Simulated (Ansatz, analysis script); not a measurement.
# MnS (Rambergite): E(q) by the generalised Bloch theorem, part 2 of 2

Does a spiral lie below the collinear start of MnS (Rambergite), and how stiff are the moments?

Ansatz 0.2.0; PBEsol, PAW set soft_1 (files made for PBE).

So far. Step 5 (q = (0, 0, 0)): The largest moment is 4.03 μB, against 4.03 μB in the collinear run. Step 6 (q = (0, 0, 0.5)): The energy of the cell lies 149 meV above that at q = 0, and the largest moment is 4.08 μB against 4.03 μB.

The database entry behind the starting cell differs from later determinations by our own check (about 0.3 % short against later determinations), so it need not match the best structure at ambient conditions.

## Step 7: q = (0.167, 0, 0)

Level of this step: Ansatz DFT, spin spiral by the generalised Bloch theorem, no spin-orbit coupling; PBEsol, PAW set soft_1; PAW set soft_1 (Ansatz).

The input, input.yaml:

```yaml
crystal:
  lattice:
    - [3.976, 0.0, 0.0]
    - [-1.988, 3.4433170054, 0.0]
    - [0.0, 0.0, 6.432]
  atoms:
    - { symbol: Mn, position: [0.3333333333, 0.6666666667, 0.0], spin: 4.03, spin_axis: [1.0, 0.0, 0.0] }
    - { symbol: Mn, position: [0.6666666667, 0.3333333333, 0.5], spin: 4.03, spin_axis: [-1.0, 0.0, 0.0] }
    - { symbol: S, position: [0.3333333333, 0.6666666667, 0.385] }
    - { symbol: S, position: [0.6666666667, 0.3333333333, 0.885] }
kpoints:
  mp_grid: { grid: [12, 12, 4] }
hamiltonian:
  xc: pbesol
  pseudopotentials: { kind: paw, azcp: { folder: soft_1 }, xc_functional: pbe }
scf:
  occupations: { method: fermi_dirac, width: 0.05 }
  max_iter: 120
  convergence: { dr2_threshold: 1.0e-08 }
  lower_state_search: "off"
basis:
  ecutwfc: 420.0
magnetization:
  noncollinear: true
  spin_spiral: { q: [0.16666667, 0.0, 0.0] }
  spin_locking: { lock_directions: true }
checkpoint:
  read: start
```

The run is started by

```
$ ansatz run input.yaml --threads 1 --pin off --max-ram 2048MiB --backend cpu --events-out ev --progress --plain --runs-dir out
```

Numbers of over 12 decimals in the logs are rounded to 6 here.

Log:

```text
[...]
Crystal: 4 atoms, lattice volume = 88.058 Å³
Basis set: ecut = 420 eV, 1761 PW (Γ)
Bands: 52, of which v1, the nominal top of the filled ones, is band 42 counted from 1 (41 counted from 0)
Symmetry: 1 space group operations
k-points: 292 of 576
[...]
1     per_site_axis  ê (-1.000, +0.000, +0.000) ≥0.00  (-4.006, +0.000, +0.000)  2.99e-4      (+0.0e0, +6.0e-4, +0.0e0)  1.000  0    yes
Free energy (F): -9509.040416 eV
[...]
Internal energy: -9509.040384 eV  (E = F + TS)
E sigma→0 (E₀):  -9509.040400 eV
Entropy (-TS):   -0.000032 eV (-0.008 meV/atom)
Fermi energy:    7.215678 eV
[...]
[key lines of the parts left out:]
SCF converged after 8 iterations
Magnetization: |M| = 0.0108 μB,  M = (-0.0000, -0.0108, +0.0000) μB
```

Run time: 4.1 min. Hardware: 1 thread of Intel Xeon Platinum 8488C (Sapphire Rapids), shared host; peak memory 1.8 GiB.

The energy of the cell lies 60.3 meV below that at q = 0, and the largest moment is 4.01 μB against 4.03 μB.

## Step 8: q = (0.333, 0, 0.5)

input.yaml: that of step 7 with these lines changed.

```diff
@@ -24,3 +24,3 @@
   noncollinear: true
-  spin_spiral: { q: [0.16666667, 0.0, 0.0] }
+  spin_spiral: { q: [0.33333333, 0.0, 0.5] }
   spin_locking: { lock_directions: true }
```

Log:

```text
[...]
Crystal: 4 atoms, lattice volume = 88.058 Å³
Basis set: ecut = 420 eV, 1761 PW (Γ)
Bands: 52, of which v1, the nominal top of the filled ones, is band 42 counted from 1 (41 counted from 0)
Symmetry: 1 space group operations
k-points: 292 of 576
[...]
1     per_site_axis  ê (-1.000, +0.000, +0.000) ≥0.00  (-4.000, +0.000, +0.000)  3.70e-5      (+0.0e0, +7.4e-5, +0.0e0)  1.000  0    yes
Free energy (F): -9509.057082 eV
[...]
Internal energy: -9509.057054 eV  (E = F + TS)
E sigma→0 (E₀):  -9509.057068 eV
Entropy (-TS):   -0.000028 eV (-0.007 meV/atom)
Fermi energy:    7.235025 eV
[...]
[key lines of the parts left out:]
SCF converged after 10 iterations
Magnetization: |M| = 0.0701 μB,  M = (+0.0340, -0.0613, +0.0000) μB
```

The job ended after 4.2 min (1 thread; peak memory 1.8 GiB).

The energy of the cell lies 77.0 meV below that at q = 0, and the largest moment is 4.00 μB against 4.03 μB.

## Step 9: q = (0.5, 0, 0.5)

input.yaml: that of step 8 with these lines changed.

```diff
@@ -24,3 +24,3 @@
   noncollinear: true
-  spin_spiral: { q: [0.33333333, 0.0, 0.5] }
+  spin_spiral: { q: [0.5, 0.0, 0.5] }
   spin_locking: { lock_directions: true }
```

Log:

```text
[...]
Crystal: 4 atoms, lattice volume = 88.058 Å³
Basis set: ecut = 420 eV, 1761 PW (Γ)
Bands: 52, of which v1, the nominal top of the filled ones, is band 42 counted from 1 (41 counted from 0)
Symmetry: 1 space group operations
k-points: 292 of 576
[...]
1     per_site_axis  ê (-1.000, +0.000, +0.000) ≥0.00  (-3.976, +0.000, +0.000)  1.13e-4      (+0.0e0, +2.3e-4, +0.0e0)  1.000  0    yes
Free energy (F): -9509.125628 eV
[...]
Internal energy: -9509.125626 eV  (E = F + TS)
E sigma→0 (E₀):  -9509.125627 eV
Entropy (-TS):   -0.000002 eV (-0.000 meV/atom)
Fermi energy:    7.170117 eV
[...]
[key lines of the parts left out:]
SCF converged after 10 iterations
Magnetization: |M| = 0.1473 μB,  M = (+0.0733, -0.1277, +0.0000) μB
```

Wall time 4.1 min (1 thread); peak memory 1.8 GiB.

The energy of the cell lies 146 meV below that at q = 0, and the largest moment is 3.98 μB against 4.03 μB.

5 more runs differ from these in the same keys alone and are tabled below.

## Step 10: The spirals together

```
q (reciprocal lattice)  path length (1/Å)  E(q) − E(0) (meV a magnetic atom)  |m| Mn no. 1 (μB)  |m| Mn no. 2 (μB)
             (0, 0, 0)              0.000                               0.00               4.03               4.03
         (0.167, 0, 0)              0.304                             -30.16               4.01               4.01
         (0.333, 0, 0)              0.608                             -79.48               3.97               3.97
           (0.5, 0, 0)              0.912                             -84.07               3.97               3.97
     (0.333, 0.333, 0)              1.439                             -90.61               3.97               3.97
     (0.167, 0.167, 0)              1.966                             -69.60               3.98               3.98
             (0, 0, 0)              2.493                               0.00               4.03               4.03
           (0, 0, 0.5)              2.981                              74.58               4.08               4.08
       (0.167, 0, 0.5)              3.285                              34.74               4.05               4.05
       (0.333, 0, 0.5)              3.589                             -38.50               4.00               4.00
         (0.5, 0, 0.5)              3.893                             -72.77               3.98               3.98
```

## Step 11: What came out

```
lowest point of the path : q = (0.333, 0.333, 0), -90.6 meV a magnetic atom from q = 0
highest point            : 74.6 meV a magnetic atom
```

In words: The state at q = (0.333, 0.333, 0) lies 90.6 meV a magnetic atom below the antiferromagnetic start, so that start is not the lowest state. The moments change by at most 2 % from their size at q = 0, so they are well localised. No spin model is given, since this treatment keeps to cells with one magnetic atom. States with other phases between the sublattices can lie lower than any point of this path. The 10 spiral runs took 39 min of wall time, added up. Without a U, semilocal functionals delocalise the d or f electrons of such compounds, which shrinks moments, overestimates superexchange, narrows or closes the gap and can change the order. In doubt: the program's search for lower states was switched off, so a lower magnetic state than those reached may exist.

[Logs and program files are shortened in this print: banners, set-up blocks, solver, clock and traceback lines can be left out without a mark of their own.]

[Logs are printed without paths, hosts, clocks, repeated set-up lines and the standing remarks that a program may print on its own settings, such as how far it seeks lower states.]

[Hosts, paths, dates, database ids (printed as entryN), source tags and the programs' standing remarks are cut or masked in the printed files.]
